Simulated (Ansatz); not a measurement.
# Sc on Mo(110): change of the work function, part 3 of 5

How does Sc on the longbridge site change the work function of Mo(110) as the layer fills?

Ansatz 0.2.0; plane-wave DFT, PBE, Ansatz PAW (the session's first sound run).

So far, work function, upper face (eV): step 2 (the clean slab) 4.60; step 3 (37 atoms, coverage 0.111 ML, cell 3x3) 3.21.

## (4) Adsorbate added, k-mesh 6×6×1, coverage 0.25 ML

System of this step: Sc/Mo(110). The cell holds 17 atoms: 16 Mo and 1 Sc. Its edges and angles: a = 5.456 Å, b = 5.456 Å, c = 27.639 Å, α = 90.0°, β = 90.0°, γ = 70.5°. Vacuum lies along c.

Another coverage, to see how the dipoles act on each other as their distance changes.

input.yaml

```yaml
crystal:
  lattice:
    - [4.4547727214, -3.15, 0.0]
    - [4.4547727214, 3.15, 0.0]
    - [0.0, 0.0, 27.6386145372]
  atoms:
    - { symbol: Mo, position: [0.0, 0.0, 0.325631373] }
    - { symbol: Mo, position: [0.25, 0.25, 0.4062210262] }
    - { symbol: Mo, position: [0.0, 0.0, 0.4876151117] }
    - { symbol: Mo, position: [0.25, 0.25, 0.5652655937] }
    - { symbol: Mo, position: [0.0, 0.5, 0.325631373] }
    - { symbol: Mo, position: [0.25, 0.75, 0.4062210262] }
    - { symbol: Mo, position: [0.0, 0.5, 0.4876151117] }
    - { symbol: Mo, position: [0.25, 0.75, 0.5652655937] }
    - { symbol: Mo, position: [0.5, 0.0, 0.325631373] }
    - { symbol: Mo, position: [0.75, 0.25, 0.4062210262] }
    - { symbol: Mo, position: [0.5, 0.0, 0.4876151117] }
    - { symbol: Mo, position: [0.75, 0.25, 0.5652655937] }
    - { symbol: Mo, position: [0.5, 0.5, 0.325631373] }
    - { symbol: Mo, position: [0.75, 0.75, 0.4062210262] }
    - { symbol: Mo, position: [0.5, 0.5, 0.4876151117] }
    - { symbol: Mo, position: [0.75, 0.75, 0.5652655937] }
    - { symbol: Sc, position: [0.0, 0.0, 0.674368627] }
kpoints:
  mp_grid: { grid: [6, 6, 1] }
hamiltonian:
  xc: pbe
scf:
  occupations: { method: fermi_dirac, width: 0.1 }
  convergence: { dr2_threshold: 1.0e-08 }
efield:
  axis: 3
  dipole_correction: true
  ramp_position: 0.97
  ramp_width: 0.06
relax:
  f_tol: 0.02
  max_steps: 60
  constraints: [{ sites: [0, 1, 4, 5, 8, 9, 12, 13] }]
output:
  bader: true
  dos: { projected: true, e_range: [-8, 4] }
  write_potential: true
  write_density: true
  volumetric_format: npy
  elf: true
```

The run is started by

```
$ ansatz run input.yaml --threads 4 --pin off --max-ram 12288MiB --backend cpu --events-out ev --progress --plain --runs-dir out
```

Numbers of over 12 decimals in the logs are rounded to 6 here.

The program printed:

```text
[...]
Crystal: 17 atoms, lattice volume = 775.680 Å³
Basis set: ecut = 420 eV, 15185 PW (Γ), exchange–correlation on 80×80×384 points (8 copies of the dense FFT grid, shifted against one another)
Bands: 141, of which v1, the nominal top of the filled ones, is band 118 counted from 1 (117 counted from 0)
Symmetry: 4 space group operations
[...]
k-points: 13 of 36
[...]
SCF iter   1: F=—  HF=-81421.302259 eV  |F-HF|=—  |Δ(HF+E_count)|=         —  Δρ=1.27e-2  dr2=1.61e1  ethr=1.77e-3  p=0.407 e·Å  D=9.49e-2 V/Å  ΔV_dip=-2.62 eV  dr2_dipole=9.87e0  V_vac-E_F(+/−)=2.34/4.96 eV  ⟨swp⟩=9.3  Hψ=9146  notcnv=0
[...]
SCF iter  12: F=-81421.106800 eV  HF=-81421.106800 eV  |F-HF|=4.66e-10  |Δ(HF+E_count)|=   2.88e-9  Δρ=3.34e-7  dr2=2.62e-9  ethr=4.26e-12  p=0.269 e·Å  D=6.28e-2 V/Å  ΔV_dip=-1.74 eV  dr2_dipole=7.18e-11  V_vac-E_F(+/−)=2.91/4.64 eV  ⟨swp⟩=11.4  Hψ=12783  notcnv=0
SCF 1 converged in 12 iterations: F = -81421.106800 eV  dr2 = 2.62e-9
[...]
relax step   1: F+E_penalty+E_count = -81421.10679953 eV  Δ(F+E_penalty+E_count) = +0.000e0 eV  max|allowed force component| = 2.392e0 eV/Å  Δτ_max = 0.0000 Å  (12 SCF iters, accepted)
[...]
SCF iter   1: F=—  HF=-81421.764706 eV  |F-HF|=—  |Δ(HF+E_count)|=         —  Δρ=4.89e-3  dr2=8.05e-1  ethr=2.87e-4  p=0.269 e·Å  D=6.28e-2 V/Å  ΔV_dip=-1.74 eV  dr2_dipole=1.07e-1  V_vac-E_F(+/−)=2.93/4.66 eV  ⟨swp⟩=1.6  Hψ=5445  notcnv=0
[...]
eigensolver tolerance schedule calibrated: the retry pair's looser diagonalisation under-reported the residual by θ = 0.16 (0.16/decade); ethr = c·dr2/N_el runs at the constant in force after the calibration composes with the one it found (an armed cap, an earlier calibration), c = 4.0e-2
[...]
SCF iter   2: F=—  HF=-81421.717365 eV  |F-HF|=—  |Δ(HF+E_count)|=   4.73e-2  Δρ=1.91e-3  dr2=7.35e-2  ethr=1.37e-4  p=0.303 e·Å  D=7.07e-2 V/Å  ΔV_dip=-1.95 eV  dr2_dipole=1.97e-3  V_vac-E_F(+/−)=2.69/4.64 eV  ⟨swp⟩=2.9  Hψ=3516  notcnv=0
[...]
SCF iter  11: F=-81421.713024 eV  HF=-81421.713024 eV  |F-HF|=1.31e-10  |Δ(HF+E_count)|=  4.22e-10  Δρ=4.07e-7  dr2=2.78e-9  ethr=1.71e-12  p=0.302 e·Å  D=7.04e-2 V/Å  ΔV_dip=-1.95 eV  dr2_dipole=8.31e-11  V_vac-E_F(+/−)=2.69/4.64 eV  ⟨swp⟩=12.5  Hψ=14273  notcnv=0
SCF 2 converged in 11 iterations: F = -81421.713024 eV  dr2 = 2.78e-9
relax step   2: F+E_penalty+E_count = -81421.71302442 eV  Δ(F+E_penalty+E_count) = -6.062e-1 eV  max|allowed force component| = 2.511e0 eV/Å  Δτ_max = 0.1949 Å  (11 SCF iters, accepted)
[...]
SCF iter  10: F=-81422.246230 eV  HF=-81422.246230 eV  |F-HF|=8.73e-11  |Δ(HF+E_count)|=   3.35e-8  Δρ=7.86e-7  dr2=9.99e-9  ethr=1.28e-12  p=0.332 e·Å  D=7.74e-2 V/Å  ΔV_dip=-2.14 eV  dr2_dipole=1.11e-9  V_vac-E_F(+/−)=2.49/4.63 eV  ⟨swp⟩=11.8  Hψ=13647  notcnv=0
SCF 3 converged in 10 iterations: F = -81422.246230 eV  dr2 = 9.99e-9
[...]
relax step   3: F+E_penalty+E_count = -81422.24623033 eV  Δ(F+E_penalty+E_count) = -5.332e-1 eV  max|allowed force component| = 2.210e0 eV/Å  Δτ_max = 0.1957 Å  (10 SCF iters, accepted)
[...]
relax step   4: F+E_penalty+E_count = -81422.62965797 eV  Δ(F+E_penalty+E_count) = -3.834e-1 eV  max|allowed force component| = 1.354e0 eV/Å  Δτ_max = 0.1935 Å  (10 SCF iters, accepted)
[...]
relax step   5: F+E_penalty+E_count = -81422.78699059 eV  Δ(F+E_penalty+E_count) = -1.573e-1 eV  max|allowed force component| = 4.124e-1 eV/Å  Δτ_max = 0.2000 Å  (10 SCF iters, accepted)
[...]
relax step   6: F+E_penalty+E_count = -81422.79827557 eV  Δ(F+E_penalty+E_count) = -1.128e-2 eV  max|allowed force component| = 3.316e-1 eV/Å  Δτ_max = 0.0164 Å  (8 SCF iters, accepted)
[...]
relax step   7: F+E_penalty+E_count = -81422.81688135 eV  Δ(F+E_penalty+E_count) = -1.861e-2 eV  max|allowed force component| = 7.217e-2 eV/Å  Δτ_max = 0.0443 Å  (9 SCF iters, accepted)
SCF iter   1: F=—  HF=-81422.816562 eV  |F-HF|=—  |Δ(HF+E_count)|=         —  Δρ=4.46e-4  dr2=7.87e-3  ethr=6.88e-6  p=0.338 e·Å  D=7.89e-2 V/Å  ΔV_dip=-2.18 eV  dr2_dipole=2.06e-3  V_vac-E_F(+/−)=2.46/4.64 eV  ⟨swp⟩=2.0  Hψ=2918  notcnv=0
[...]
SCF iter   7: F=-81422.817175 eV  HF=-81422.817175 eV  |F-HF|=1.65e-8  |Δ(HF+E_count)|=   8.87e-8  Δρ=7.78e-7  dr2=8.21e-9  ethr=4.26e-12  p=0.338 e·Å  D=7.88e-2 V/Å  ΔV_dip=-2.18 eV  dr2_dipole=6.02e-10  V_vac-E_F(+/−)=2.46/4.63 eV  ⟨swp⟩=9.2  Hψ=14934  notcnv=0
SCF 8 converged in 7 iterations: F = -81422.817175 eV  dr2 = 8.21e-9
relax step   8: F+E_penalty+E_count = -81422.81717529 eV  Δ(F+E_penalty+E_count) = -2.939e-4 eV  max|allowed force component| = 1.138e-2 eV/Å  Δτ_max = 0.0083 Å  (7 SCF iters, accepted)
[...]
WARN: The output density's exchange-correlation potential varies sharply where the density is thin. Do not read a vacuum level from v_tot or v_xc, or from such a field of the output density. On a cell that repeats whose density bears no net charge and no dipole along the vacuum's axis use v_es (v_loc + v_h of the components); under efield.dipole_correction with no amplitude use v_es + v_field, which holds any externa [...]
SCF converged after 7 iterations
Free energy (F): -81422.817175 eV
[...]
Internal energy: -81422.315573 eV  (E = F + TS)
E sigma→0 (E₀):  -81422.566374 eV
Entropy (-TS):   -0.501602 eV (-29.506 meV/atom)
Fermi energy:    4.896841 eV
Dipole field:    D = 0.078801 V/Å  (p = 0.337795 e·Å, saw-weighted, corrected)
Work function:   Φ+ = 2.4570 eV   Φ− = 4.6350 eV
[...]
--- Forces (eV/Å), atoms counted from 1 ---
  atom   1  Mo     0.00000000     0.00000000     0.55035845
  atom   2  Mo     0.01474044    -0.00000000    -0.43585485
  atom   3  Mo     0.00000000    -0.00000000    -0.00255336
  atom   4  Mo     0.00500355     0.00000000    -0.00439325
  atom   5  Mo     0.00000000     0.00000000     0.49250974
  atom   6  Mo     0.00000000    -0.02990196    -0.58802208
  atom   7  Mo     0.00000000    -0.00000000    -0.01137652
  atom   8  Mo     0.00000000    -0.00055512    -0.00132171
  atom   9  Mo     0.00000000     0.00000000     0.49250974
  atom  10  Mo     0.00000000     0.02990196    -0.58802208
  atom  11  Mo     0.00000000     0.00000000    -0.01137652
  atom  12  Mo     0.00000000     0.00055512    -0.00132171
  atom  13  Mo     0.00000000     0.00000000     0.55957991
  atom  14  Mo    -0.01474044    -0.00000000    -0.43585485
  atom  15  Mo     0.00000000    -0.00000000    -0.00716661
  atom  16  Mo    -0.00500355    -0.00000000    -0.00439325
  atom  17  Sc     0.00000000    -0.00000000    -0.00323985
  max |Σ_I F_I| component: 6.12e-5 eV/Å
--- Band table (eV; the first three rows and the last of 13) ---
  k-point 0: bands = [... 114 lower, 5.3732, 5.4424, 5.5747, 5.7323, 5.8225, 5.8341, 5.9298, 6.1125, ... 19 higher]
  k-point 1: bands = [... 114 lower, 5.1699, 5.2353, 5.3676, 5.4716, 5.5109, 5.6966, 5.9074, 5.9183, ... 19 higher]
  k-point 2: bands = [... 114 lower, 4.5143, 4.5851, 4.7022, 4.9982, 5.2321, 5.3324, 5.3711, 5.6644, ... 19 higher]
  k-point 12: bands = [... 114 lower, 4.1942, 4.2069, 4.2112, 4.2475, 4.3520, 4.3557, 4.7497, 4.7728, ... 19 higher]
--- Relaxed structure (8 steps of the walk, 8 accepted, 0 SCFs on fresh bases) ---
  F+E_penalty+E_count = -81422.81717529 eV   max|allowed force component| = 1.138e-2 eV/Å
  atoms:
    - { symbol: Mo, position: [0.0, 0.0, 0.325631] }
    - { symbol: Mo, position: [0.25, 0.25, 0.4062210262] }
    - { symbol: Mo, position: [1.267468958060095e-19, -1.267468958060095e-19, 0.487095] }
    - { symbol: Mo, position: [0.245118, 0.245118, 0.568318] }
    - { symbol: Mo, position: [2.7755575615628914e-17, 0.5, 0.325631] }
    - { symbol: Mo, position: [0.250000, 0.75, 0.4062210262] }
    - { symbol: Mo, position: [2.7755575615628914e-17, 0.5, 0.487253] }
    - { symbol: Mo, position: [0.253427, 0.746573, 0.565586] }
    - { symbol: Mo, position: [0.5, 2.7755575615628914e-17, 0.325631] }
    - { symbol: Mo, position: [0.75, 0.250000, 0.4062210262] }
    - { symbol: Mo, position: [0.5, 2.7755575615628914e-17, 0.487253] }
    - { symbol: Mo, position: [0.746573, 0.253427, 0.565586] }
    - { symbol: Mo, position: [0.5, 0.5, 0.325631] }
    - { symbol: Mo, position: [0.75, 0.75, 0.4062210262] }
    - { symbol: Mo, position: [0.5, 0.5, 0.487421] }
    - { symbol: Mo, position: [0.754882, 0.754882, 0.568318] }
    - { symbol: Sc, position: [7.414553529967819e-18, -7.414553529967819e-18, 0.643923] }
--- Bader charges: 17 sites ---
  site symbol  charge [e]  shift [e]
     0     Mo     -0.0503     0.0000
     1     Mo      0.0487     0.0000
     2     Mo      0.0421     0.0000
     3     Mo     -0.1780     0.0000
     4     Mo     -0.0548     0.0000
     5     Mo      0.0451     0.0000
     6     Mo      0.0389     0.0000
     7     Mo     -0.3381     0.0001
     8     Mo     -0.0548     0.0000
     9     Mo      0.0451     0.0000
    10     Mo      0.0390     0.0000
    11     Mo     -0.3381     0.0001
    12     Mo     -0.0547     0.0000
    13     Mo      0.0487     0.0000
    14     Mo      0.0447     0.0000
    15     Mo     -0.1780     0.0000
    16     Sc      0.8946     0.0002
  estimated error of the sums over rays = 9.5e-4 e
```

The job ended after 7.3 min (4 threads of Arm Neoverse V1, shared host; peak memory 3.1 GiB; 28 min of CPU time).

Relaxation path:

| step | energy less that of the first step (eV) | largest force component (eV/Å) |
| --- | --- | --- |
| 1 | 0.0000 | 2.3921 |
| 2 | -0.6062 | 2.5111 |
| 3 | -1.1394 | 2.2102 |
| 4 | -1.5229 | 1.3536 |
| 5 | -1.6802 | 0.4124 |
| 6 | -1.6915 | 0.3316 |
| 7 | -1.7101 | 0.0722 |
| 8 | -1.7104 | 0.0114 |

The run keeps the 4 symmetry operations that it works with, so distortions that break them were not tested.

The atoms that moved most (Å):

| atom | dx | dy | dz | length |
| --- | --- | --- | --- | --- |
| Sc17 | 0.000 | 0.000 | -0.841 | 0.841 |
| Mo4 | -0.043 | 0.000 | 0.084 | 0.095 |
| Mo16 | 0.043 | 0.000 | 0.084 | 0.095 |
| Mo12 | 0.000 | 0.022 | 0.009 | 0.023 |
| Mo8 | 0.000 | -0.022 | 0.009 | 0.023 |
| Mo3 | 0.000 | 0.000 | -0.014 | 0.014 |
| Mo7 | 0.000 | 0.000 | -0.010 | 0.010 |
| Mo11 | 0.000 | 0.000 | -0.010 | 0.010 |

The relaxed structure:

```
Mo Sc
1.0
     4.45477   -3.15000    0.00000
     4.45477    3.15000    0.00000
     0.00000    0.00000   27.63861
Mo Sc
16 1
Direct
  0.00000 0.00000 0.32563
  0.25000 0.25000 0.40622
  0.00000 0.00000 0.48709
  0.24512 0.24512 0.56832
  0.00000 0.50000 0.32563
  0.25000 0.75000 0.40622
  0.00000 0.50000 0.48725
  0.25343 0.74657 0.56559
  0.50000 0.00000 0.32563
  0.75000 0.25000 0.40622
  0.50000 0.00000 0.48725
  0.74657 0.25343 0.56559
  0.50000 0.50000 0.32563
  0.75000 0.75000 0.40622
  0.50000 0.50000 0.48742
  0.75488 0.75488 0.56832
  0.00000 0.00000 0.64392
```

This step gave:

```
energy at zero smearing        : -81422.5664 eV
work function, upper face      : 2.457 eV
work function, lower face      : 4.635 eV
dipole along the normal        : 0.3378 e·Å
step between the vacuum levels : -2.178 eV
```

The density of states has structure finer than the step of the table below, so its rows give means over 0.25 eV, whole bins alone (the curve runs from -8 to 1.17 eV). Peaks (eV: height): -3.130: 32.6, -2.680: 38.1, -2.530: 47.6, -2.260: 28.1, -2.140: 30.5, -1.680: 29.6, 1.140: 31.8.

The density of states by energy, zero at the Fermi level; means over each step:

energy (eV), density of states (states/eV a cell) and a bar:
```
    -7.00        0.0 
    -6.75        0.1 
    -6.50        0.9 #
    -6.25        0.9 #
    -6.00        1.0 #
    -5.75        1.1 #
    -5.50        1.8 ##
    -5.25        2.6 ###
    -5.00        5.8 #######
    -4.75       14.8 #################
    -4.50       17.2 ####################
    -4.25       16.0 ##################
    -4.00       18.8 #####################
    -3.75       24.7 ############################
    -3.50       19.7 ######################
    -3.25       19.0 ######################
    -3.00       23.3 ##########################
    -2.75       26.4 ##############################
    -2.50       23.8 ###########################
    -2.25       22.9 ##########################
    -2.00       20.9 ########################
    -1.75       23.8 ###########################
    -1.50       23.1 ##########################
    -1.25       21.0 ########################
    -1.00       15.7 ##################
    -0.75       13.9 ################
    -0.50       15.2 #################
    -0.25       15.2 #################
     0.00       14.4 ################
     0.25       20.0 #######################
     0.50       19.7 ######################
     0.75       22.0 #########################
     1.00       25.6 #############################
```

Projected DOS per atom over height of the atomic layer and energy from the Fermi level. Layers: Mo4 Mo4 Mo4 Mo4 Sc from below.

Values in states/eV, 22 rows by 5 columns, each cell a mean:
```
1.35 1.51 1.41 1.17 2.21
1.49 0.97 0.95 0.99 1.91
1.24 0.70 0.68 0.99 2.12
1.04 0.53 0.58 1.01 1.50
1.23 0.52 0.59 1.05 1.14
1.46 0.62 0.70 1.35 0.87
1.78 1.14 1.18 1.76 0.62
1.37 1.08 1.09 1.55 0.71
1.48 1.11 1.07 1.59 0.53
1.38 1.70 1.66 1.49 0.24
0.89 1.48 1.47 0.98 0.11
1.45 1.44 1.38 1.38 0.15
0.88 1.39 1.37 0.95 0.13
0.57 1.49 1.47 0.60 0.08
0.33 1.01 0.98 0.37 0.05
0.09 0.22 0.21 0.11 0.02
0.03 0.11 0.11 0.04 0.00
0.03 0.09 0.09 0.03 0.00
0.02 0.07 0.07 0.02 0.00
0.00 0.00 0.00 0.00 0.00
0.00 0.00 0.00 0.00 0.00
0.00 0.00 0.00 0.00 0.00
```
Columns: height of the atomic layer (Å) from 9 to 17.8; rows upwards: energy from the Fermi level (eV) from -7.96 to 1.15.

ELF in the ca plane at fractional y = 0.000, with atoms of Mo and Sc within 0.2 Å of it. It is the smooth field of the valence electrons, not physical close to the nuclei.

Ten even steps from '0' (0.00) to '9' (0.73), each cell a mean:
```
88844544543898963544542775971012321000000000
99634533453489733544553489841123321000000000
44345434454344335544566323210123210000000000
43455444456433456544467631011222110000000000
54345434454344335544457764222221100000000000
99634533453489733543445665432110000000000000
88844544543898963554445544322100000000000000
67954644543985973554445444321100000000000000
99734544543699953544445554432110000000000000
76435433453367534543456765322211000000000000
43355444455433346544467742112222100000000000
43355444455433345544567421101222210000000000
76435433453367534544564357621123221000000000
99844544543699953544552698961013321000000000
66954644544985973544542852882012321000000000
```
Columns run along c (16.0 Å, from fractional 0.32 to 0.90 of the cell), rows up along a (5.5 Å). Atoms in or near the plane, at fractional coordinates: Mo at (0.33, 0.00), Mo at (0.49, 0.00), Mo at (0.33, 0.50), Mo at (0.49, 0.50), Sc at (0.64, 0.00).

Valence density in the ca plane at fractional y = 0.000, with atoms of Mo and Sc within 0.2 Å of it. It is the smooth field of the valence electrons, not physical close to the nuclei.

Ten steps, logarithmic in the rise over the least value, from '0' (0.0 e/Å³) to '9' (7.3 e/Å³), each cell a mean:
```
99853333334799964333334799852000000000000000
88643333333578753333333577631000000000000000
55433333333455433333333333310000000000000000
44333333333334333333332221100000000000000000
55433333333455433333332211000000000000000000
88643333333578753333322110000000000000000000
99853333334799964333221110000000000000000000
99863333334899974333221110000000000000000000
99753333334689853333322110000000000000000000
66533333333466543333332110000000000000000000
44333333333344333333332211000000000000000000
44333333333344333333333222110000000000000000
66533333333466643333333456521000000000000000
99753333334789863333333689851000000000000000
99863333334899974333334799962000000000000000
```
Columns run along c (16.0 Å, from fractional 0.32 to 0.90 of the cell), rows up along a (5.5 Å). Atoms in or near the plane, at fractional coordinates: Mo at (0.33, 0.00), Mo at (0.49, 0.00), Mo at (0.33, 0.50), Mo at (0.49, 0.50), Sc at (0.64, 0.00).

Electrostatic potential energy in the ca plane at fractional y = 0.000, with atoms of Mo and Sc within 0.2 Å of it. With pseudopotentials it is smooth inside the atoms' cores, unlike the true potential.

Ten even steps from '0' (-70 eV) to '9' (9 eV), each cell a mean:
```
00279999998300158999998520378999999999999999
33589999998643479999999755689999999999999999
77899999999877899999999988889999999999999999
88999999999998999999999999999999999999999999
77899999999877899999999999999999999999999999
33589999998633479999999999999999999999999999
00279999998300158999999999999999999999999999
00269999997300058999999999999999999999999999
11479999998511269999999999999999999999999999
55789999999865689999999999999999999999999999
88999999999988899999999999999999999999999999
88999999999988899999999998899999999999999999
55789999999765689999999876789999999999999999
11479999998511269999998632478999999999999999
00269999997300058999998500268999999999999999
```
Columns run along c (16.0 Å, from fractional 0.32 to 0.90 of the cell; values clipped at the 3rd and 97th percentile), rows up along a (5.5 Å). Atoms in or near the plane, at fractional coordinates: Mo at (0.33, 0.00), Mo at (0.49, 0.00), Mo at (0.33, 0.50), Mo at (0.49, 0.50), Sc at (0.64, 0.00).

The relaxation took 8 steps and lowered the energy by 1.7 eV; the largest force on the free atoms ends at 0.011 eV/Å.

By hand: a sheet of dipoles makes a step −p/(ε₀A) in the electron's potential. With e/ε₀ = 180.95 V·Å, p = 0.3378 e·Å and A = 28.07 Å², that is −180.95 × (0.3378) / 28.07 = -2.178 eV, and the two vacuum levels of the run differ by -2.178 eV.

The covered face has 2.46 eV, -2.14 eV against the clean one; the bare back face has moved by -0.06 eV, a measure of how thin the slab is.

(Part 3 of 5 ends here.)

[Logs are printed without paths, hosts, clocks, repeated set-up lines and the standing remarks that a program may print on its own settings, such as how far it seeks lower states.]

[Hosts, paths, dates, database ids (printed as entryN), source tags and the programs' standing remarks are cut or masked in the printed files.]

[Maps of the electrostatic potential energy from Ansatz leave out the sawtooth potential of an applied field or a dipole correction, so their vacuum need not be flat; planar profiles and work functions include it.]
